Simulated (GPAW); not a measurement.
# Identify the compound from its spectrum

Method: GPAW, LDA, RPA, without spin-orbit coupling, line width 0.15 eV (Lorentzian); metals get a typed carrier damping. The response is along the first axis of the cell.

(E (eV), Im ε): (0.00, 0.00), (0.25, 0.01), (0.50, 0.03), (0.75, 0.04), (1.00, 0.06), (1.25, 0.09), (1.50, 0.14), (1.75, 0.34), (2.00, 0.82), (2.25, 0.46), (2.50, 0.94), (2.75, 1.50), (3.00, 1.09), (3.25, 2.15), (3.50, 1.51), (3.75, 1.48), (4.00, 2.14), (4.25, 2.00), (4.50, 1.84), (4.75, 2.39), (5.00, 3.56), (5.25, 3.52), (5.50, 4.66), (5.75, 6.47), (6.00, 5.90), (6.25, 7.27), (6.50, 7.42), (6.75, 6.30), (7.00, 6.44), (7.25, 6.67), (7.50, 6.43), (7.75, 6.83), (8.00, 6.76), (8.25, 5.56), (8.50, 5.69), (8.75, 6.09), (9.00, 5.25), (9.25, 4.04), (9.50, 4.63), (9.75, 4.36), (10.00, 4.00), (10.25, 3.71), (10.50, 3.82), (10.75, 4.21), (11.00, 4.23), (11.25, 5.03), (11.50, 5.24), (11.75, 5.17), (12.00, 4.75)

All candidates were run at this level. Which one is shown?
A. GaN (P6_3mc)
B. BN (P6_3/mmc)
C. AlN (P6_3mc)

A. GaN (P6_3mc): ε∞ = 5.66 along the first axis, strongest peak along the first axis at 6.36 eV. The others: AlN (P6_3mc), ε∞ = 4.36 along the first axis, strongest peak along the first axis at 7.80 eV; BN (P6_3/mmc), ε∞ = 4.77 along the first axis, strongest peak along the first axis at 5.75 eV.
